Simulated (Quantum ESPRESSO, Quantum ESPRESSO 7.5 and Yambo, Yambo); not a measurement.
**Quasiparticle gap of AlN (F-43m) in Yambo**

Aim: the G0W0 gap of AlN (F-43m) on PBE, step by step.

Calculated with Quantum ESPRESSO 7.5 and Yambo 5.3.0; PBE and many-body steps on it, plane waves.

Report form: the programs' logs are mostly left out.

### Step 1. The starting structure

Symmetry: F-43m, No. 216, cubic system. Conventional cell: a = 4.368 Å, b = 4.368 Å, c = 4.368 Å, α = 90.00°, β = 90.00°, γ = 90.00°. Nearest to Al lie 4 N at 1.89 Å. Nearest to N lie 4 Al at 1.89 Å. Farther neighbours and most contacts between anions are not listed.

The cell and positions are those that the Materials Project relaxed with its own functionals (PBE, PBE+U or r2SCAN), kept fixed. This is not the form that AlN usually takes at ambient conditions.

### Step 2. Ground state

This step: Quantum ESPRESSO 7.5; DFT, PBE, plane waves, norm-conserving pseudopotentials.

The ground-state density comes first.

File pw.in:

```
&control
  calculation = 'scf'
  prefix = 'x'
  outdir = 'o'
  pseudo_dir = 'pseudo'
/
&system
  ibrav = 0
  nat = 2
  ntyp = 2
  ecutwfc = 72.0
  nbnd = 9
  force_symmorphic = .true.
/
&electrons
  conv_thr = 1e-10
  electron_maxstep = 80
  mixing_beta = 0.5
/
ATOMIC_SPECIES
  Al 26.982 Al.upf
  N 14.007 N.upf
CELL_PARAMETERS angstrom
  -0.0000000000 2.1839935596 2.1839935596
  2.1839935596 -0.0000000000 2.1839935596
  2.1839935596 2.1839935596 -0.0000000000
ATOMIC_POSITIONS crystal
  Al 0.0000000000 0.0000000000 0.0000000000
  N 0.7500000000 0.7500000000 0.7500000000
K_POINTS automatic
  8 8 8 0 0 0
```

On the command line:

```console
> OMP_NUM_THREADS=1 mpirun -n 8 pw.x -nk 8 -in pw.in > pw.out
```

Run time: 2.1 s. Hardware: 8 MPI ranks of Intel Xeon at 2.60GHz (Ice Lake), shared host; peak memory 0.42 GiB; 15 s of CPU time.

Numbers from this step:

```
total energy               : -348.1006 eV
gap                        : 3.325 eV
k of the valence top       : 0, 0, 0
k of the conduction bottom : 0, -0.5, -0.5
least direct gap           : 4.192 eV
```

The gap is indirect, with the least direct gap 0.87 eV higher.

### Step 3. Bands along the symmetry lines

Levels along a band path, at the cheap level, show where the edges lie and whether the meshes to come will hold them.

File pw.in:

```
&control
  calculation = 'bands'
  prefix = 'x'
  outdir = 'o'
  pseudo_dir = 'pseudo'
/
&system
  ibrav = 0
  nat = 2
  ntyp = 2
  ecutwfc = 72.0
  nbnd = 10
  force_symmorphic = .true.
/
&electrons
  conv_thr = 1e-9
  electron_maxstep = 80
  diago_full_acc = .true.
  diago_thr_init = 5e-6
/
ATOMIC_SPECIES
  Al 26.982 Al.upf
  N 14.007 N.upf
CELL_PARAMETERS angstrom
  -0.0000000000 2.1839935596 2.1839935596
  2.1839935596 -0.0000000000 2.1839935596
  2.1839935596 2.1839935596 -0.0000000000
ATOMIC_POSITIONS crystal
  Al 0.0000000000 0.0000000000 0.0000000000
  N 0.7500000000 0.7500000000 0.7500000000
K_POINTS crystal
  50
  0.00000000 0.00000000 0.00000000 1
  -0.06250000 -0.06250000 0.00000000 1
  -0.12500000 -0.12500000 0.00000000 1
  -0.18750000 -0.18750000 0.00000000 1
  -0.25000000 -0.25000000 0.00000000 1
  -0.31250000 -0.31250000 0.00000000 1
  -0.37500000 -0.37500000 0.00000000 1
  -0.43750000 -0.43750000 0.00000000 1
  -0.50000000 -0.50000000 0.00000000 1
  -0.48437500 -0.48437500 0.03125000 1
  -0.46875000 -0.46875000 0.06250000 1
  -0.45312500 -0.45312500 0.09375000 1
  -0.43750000 -0.43750000 0.12500000 1
  -0.42187500 -0.42187500 0.15625000 1
  -0.40625000 -0.40625000 0.18750000 1
  -0.39062500 -0.39062500 0.21875000 1
  -0.37500000 -0.37500000 0.25000000 1
  -0.37500000 0.00000000 0.37500000 1
  -0.32812500 0.00000000 0.32812500 1
  -0.28125000 0.00000000 0.28125000 1
  -0.23437500 0.00000000 0.23437500 1
  -0.18750000 0.00000000 0.18750000 1
  -0.14062500 0.00000000 0.14062500 1
  -0.09375000 0.00000000 0.09375000 1
  -0.04687500 0.00000000 0.04687500 1
  0.00000000 0.00000000 0.00000000 1
  0.00000000 0.00000000 0.06250000 1
  0.00000000 0.00000000 0.12500000 1
  0.00000000 0.00000000 0.18750000 1
  0.00000000 0.00000000 0.25000000 1
  0.00000000 0.00000000 0.31250000 1
  0.00000000 0.00000000 0.37500000 1
  0.00000000 0.00000000 0.43750000 1
  0.00000000 0.00000000 0.50000000 1
  -0.06250000 -0.03125000 0.46875000 1
  -0.12500000 -0.06250000 0.43750000 1
  -0.18750000 -0.09375000 0.40625000 1
  -0.25000000 -0.12500000 0.37500000 1
  -0.31250000 -0.15625000 0.34375000 1
  -0.37500000 -0.18750000 0.31250000 1
  -0.43750000 -0.21875000 0.28125000 1
  -0.50000000 -0.25000000 0.25000000 1
  -0.50000000 -0.28125000 0.21875000 1
  -0.50000000 -0.31250000 0.18750000 1
  -0.50000000 -0.34375000 0.15625000 1
  -0.50000000 -0.37500000 0.12500000 1
  -0.50000000 -0.40625000 0.09375000 1
  -0.50000000 -0.43750000 0.06250000 1
  -0.50000000 -0.46875000 0.03125000 1
  -0.50000000 -0.50000000 0.00000000 1
```

The job ended after 1.6 s (8 MPI ranks; peak memory 0.05 GiB).

Numbers from this step:

| Item | Value |
| --- | --- |
| gap | 3.325 eV |
| k of the valence top | 0, 0, 0 |
| k of the conduction bottom | -0.5, -0.5, 0 |
| least direct gap | 4.192 eV |

The gap is 3.325 eV, as in the run before at this level.

Electronic bands along the path, in eV, zero at the top of the highest filled band; v1 is the highest filled band, c1 the lowest empty one:

```
    point      v4     v3     v2     v1    c1     c2     c3     c4
        Γ  -14.97   0.00   0.00   0.00  4.19  12.59  12.59  12.59
  halfway  -13.84  -2.88  -0.98  -0.98  5.96  10.29  11.51  14.02
        X  -12.28  -4.90  -1.78  -1.78  3.32   8.65  13.92  15.70
  halfway  -12.27  -4.73  -2.47  -1.67  3.96   9.19  13.67  15.23
        U  -12.30  -4.25  -3.63  -1.37  5.17  10.12  13.05  14.17
jump to K  -12.30  -4.25  -3.63  -1.37  5.17  10.12  13.05  14.17
  halfway  -13.74  -3.54  -1.50  -0.20  7.34  10.30  11.41  12.58
        Γ  -14.97   0.00   0.00   0.00  4.19  12.59  12.59  12.59
  halfway  -14.12  -3.26  -0.26  -0.26  6.45  10.98  12.35  12.35
        L  -12.92  -5.86  -0.48  -0.48  7.39   9.85  11.17  11.17
  halfway  -12.60  -5.14  -2.22  -1.12  7.11   9.26  12.17  12.69
        W  -12.23  -3.77  -3.44  -2.70  6.05  11.45  11.98  12.16
  halfway  -12.25  -4.56  -2.40  -2.29  4.57   9.69  13.40  13.89
        X  -12.28  -4.90  -1.78  -1.78  3.32   8.65  13.92  15.70
```

### Step 4. Empty states on the mesh, 4×4×4 mesh, 51 bands

The sums over transitions need many empty states on a uniform mesh; this step solves for them.

File pw.in:

```
&control
  calculation = 'nscf'
  prefix = 'x'
  outdir = 'o'
  pseudo_dir = 'pseudo'
/
&system
  ibrav = 0
  nat = 2
  ntyp = 2
  ecutwfc = 72.0
  nbnd = 51
  force_symmorphic = .true.
/
&electrons
  conv_thr = 1e-9
  electron_maxstep = 80
  diago_full_acc = .true.
  diago_thr_init = 5e-6
/
ATOMIC_SPECIES
  Al 26.982 Al.upf
  N 14.007 N.upf
CELL_PARAMETERS angstrom
  -0.0000000000 2.1839935596 2.1839935596
  2.1839935596 -0.0000000000 2.1839935596
  2.1839935596 2.1839935596 -0.0000000000
ATOMIC_POSITIONS crystal
  Al 0.0000000000 0.0000000000 0.0000000000
  N 0.7500000000 0.7500000000 0.7500000000
K_POINTS automatic
  4 4 4 0 0 0
```

On the command line:

```console
> OMP_NUM_THREADS=1 mpirun -n 8 pw.x -nk 4 -in pw.in > pw.out
```

Run time: 1.4 s. Hardware: 8 MPI ranks; peak memory 0.05 GiB.

Numbers from this step:

```
gap                                                           : 3.325 eV
k of the valence top                                          : 0, 0, 0
k of the conduction bottom                                    : 0, -0.5, -0.5
least direct gap                                              : 4.192 eV
k points computed                                             : 8
lowest point of the top converged band, above the valence top : 80.5799 eV
```

On this mesh the gap is 3.325 eV.

### Step 5. Conversion and set-up

This step: Yambo 5.3.0; conversion and set-up on PBE, plane waves, norm-conserving pseudopotentials.

The states are converted to the many-body program's format and the q mesh is built.

On the command line:

```console
> (cd o/x.save; p2y > p2y.log; mv SAVE ../..); yambo > setup.log
```

Elapsed: 2.3 s, on 1 MPI rank; peak memory 0.24 GiB.

### Step 6. Screening and self-energy, 4×4×4 mesh, 51 bands, screening to 163.3 eV

Now the one-shot GW correction: screening in the RPA, then the self-energy of the levels asked for.

This step: G0W0 on PBE, plane waves, norm-conserving pseudopotentials.

File gw1.in:

```
HF_and_locXC
gw0
dyson
ppa
em1d
rim_cut
RandQpts= 1000000
RandGvec= 1 RL
EXXRLvcs= 72 Ry
VXCRLvcs= 288 Ry
Chimod= "HARTREE"
% BndsRnXp
 1 | 51 |
%
NGsBlkXp= 12 Ry
% LongDrXp
 1 | 1 | 1 |
%
% GbndRnge
 1 | 51 |
%
DysSolver= "n"
ExtendOut
PPAPntXp= 27.21138 eV
% QPkrange
 1 | 1 | 3 | 6 |
 7 | 7 | 3 | 6 |
%
```

On the command line:

```console
> OMP_NUM_THREADS=1 mpirun -n 8 yambo -F gw1.in -J gw1 -C gw1 > gw1.log
```

Wall time 8.3 s (8 MPI ranks); peak memory 2.2 GiB; 56 s of CPU time.

Numbers from this step:

```
G0W0 gap on the points computed              : 4.371 eV
starting gap on the mesh                     : 3.325 eV
k of the valence top                         : 0, 0, 0
k of the conduction bottom                   : 0, -0.5, -0.5
least direct G0W0 gap on the computed points : 5.518 eV
Z at the valence top                         : 0.7925
Z at the conduction bottom                   : 0.8391
```

The gap on the mesh goes from 3.32 eV to 4.37 eV, a correction of +1.05 eV.

Limits: finite bands, cutoff and mesh; coarse k mesh. v1 is the top filled band, c1 the lowest empty one. Levels before and after the correction, in eV, zero at the valence-band top of each column:

|  | conduction bottom | valence top |
| --- | --- | --- |
| Kohn-Sham | 3.32 | 0.00 |
| G0W0 | 4.37 | 0.00 |

```csv
,level,energy (eV)
Kohn-Sham,Γ v2-v1,0.000
Kohn-Sham,Γ c1,4.192
Kohn-Sham,Γ c2,12.589
Kohn-Sham,(0 -0.5 -0.5) v2-v1,-1.775
Kohn-Sham,(0 -0.5 -0.5) c1,3.325
Kohn-Sham,(0 -0.5 -0.5) c2,8.652
G0W0,Γ v2-v1,0.000
G0W0,Γ c1,5.518
G0W0,Γ c2,13.934
G0W0,(0 -0.5 -0.5) v2-v1,-2.103
G0W0,(0 -0.5 -0.5) c1,4.371
G0W0,(0 -0.5 -0.5) c2,9.956
```

### Step 7. Where the time went

Times are wall times on the hardware named with each run, good to a factor of about two.

| step | time | share | memory (GiB) |
| --- | --- | --- | --- |
| ground state | 2.1 s | 13 % | 0.42 |
| bands along the symmetry lines | 1.6 s | 10 % | 0.05 |
| empty states on the mesh | 1.4 s | 9 % | 0.05 |
| conversion and set-up | 2.3 s | 15 % | 0.24 |
| screening and self-energy | 8.3 s | 53 % | 2.2 |

### Step 8. Results

```json
{
  "PBE gap": "3.32 eV, indirect",
  "G0W0 gap on the mesh": "4.37 eV",
  "GW settings": "4×4×4 mesh, 51 bands, screening to 163.3 eV, Godby-Needs plasmon pole",
  "known limits": "not at the basis limit; coarse k mesh"
}
```

G0W0 moves the gap on the mesh from 3.32 eV to 4.37 eV (+1.05 eV), with Z of 0.79 and 0.84 at the edges. Only 2 of the mesh's irreducible points were corrected, so a valley elsewhere could overtake. The dearest step here is «screening and self-energy». Bands and cutoff are finite, so the gap is not at the basis limit. The miss can reach some tenths of an eV and take either sign; the mesh is an error of its own. In the G0W0 run levels were corrected at 2 k points alone, so a gap called «on the mesh» is the least over those, and an edge elsewhere would be missed. The 4×4×4 mesh is coarse for this cell, which bears on the long-range parts of exchange and screening.

[Paths, hosts, dates, memory and timing lines, banners, echoed tables and standing remarks are left out of the program output.]

[Logs are printed without paths, hosts, clocks, repeated set-up lines and the standing remarks that a program may print on its own settings, such as how far it seeks lower states.]

[Runs of the session that timed out or met a known fault of the program may be left out.]

[Hosts, paths, dates, database ids (printed as entryN), source tags and the programs' standing remarks are cut or masked in the printed files.]
